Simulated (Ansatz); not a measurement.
An input for Ansatz 0.2.0 (TiO2 (Anatase)):

```yaml
crystal:
  lattice:
    - [-1.8921, 1.8921, 4.7573]
    - [1.8921, -1.8921, 4.7573]
    - [1.8921, 1.8921, -4.7573]
  atoms:
    - { symbol: Ti, position: [0.0, 0.0, 0.0] }
    - { symbol: Ti, position: [0.75, 0.25, 0.5] }
    - { symbol: O, position: [0.2081, 0.2081, 0.0] }
    - { symbol: O, position: [0.9581, 0.4581, 0.5] }
    - { symbol: O, position: [0.5419, 0.0419, 0.5] }
    - { symbol: O, position: [0.7919, 0.7919, 0.0] }
kpoints:
  mp_grid: { grid: [6, 6, 6] }
hamiltonian:
  xc: pbe
  pseudopotentials: { kind: nc }
scf:
  occupations: { method: fixed }
gw:
  n_empty_bands: 154
  ecut_chi: 100
  qp_bands: [v2, c2]
  qp_kpoints: band_edges
  screening: { model: contour_deformation }
```

```sh
ansatz run input.yaml --threads 2 --pin off --max-ram 92160MiB --backend cuda --events-out ev --progress --plain --runs-dir out --devices 1 --max-vram 13GiB  # rebuilt from the run's record
```

**Question.** Estimate wall time and host memory on 1 × NVIDIA H100 80GB HBM3 (shared by 6 runs) with 2 threads of AMD EPYC 7R13 (Zen 3), shared host.

It took 66 s; on shared hardware allow 33 s to 2.2 min. Peak host memory was 1.9 GiB. The sizes that set the cost: 6747 plane waves a state, 30 irreducible k points, 178 bands summed, 155 plane waves in the screening and 11 SCF cycles.

The screening grows as filled bands × empty bands × pairs of k points, times the square of the screening basis for the matrix.

[Paths, hosts, dates, memory and timing lines, banners, echoed tables and standing remarks are left out of the program output.]

[Logs are printed without paths, hosts, clocks, repeated set-up lines and the standing remarks that a program may print on its own settings, such as how far it seeks lower states.]

[Runs of the session that timed out or met a known fault of the program may be left out.]

[Cells called generated may have been cut or substituted from an entry of the Crystallography Open Database or the Materials Project.]

[Hosts, paths, dates, database ids (printed as entryN), source tags and the programs' standing remarks are cut or masked in the printed files.]
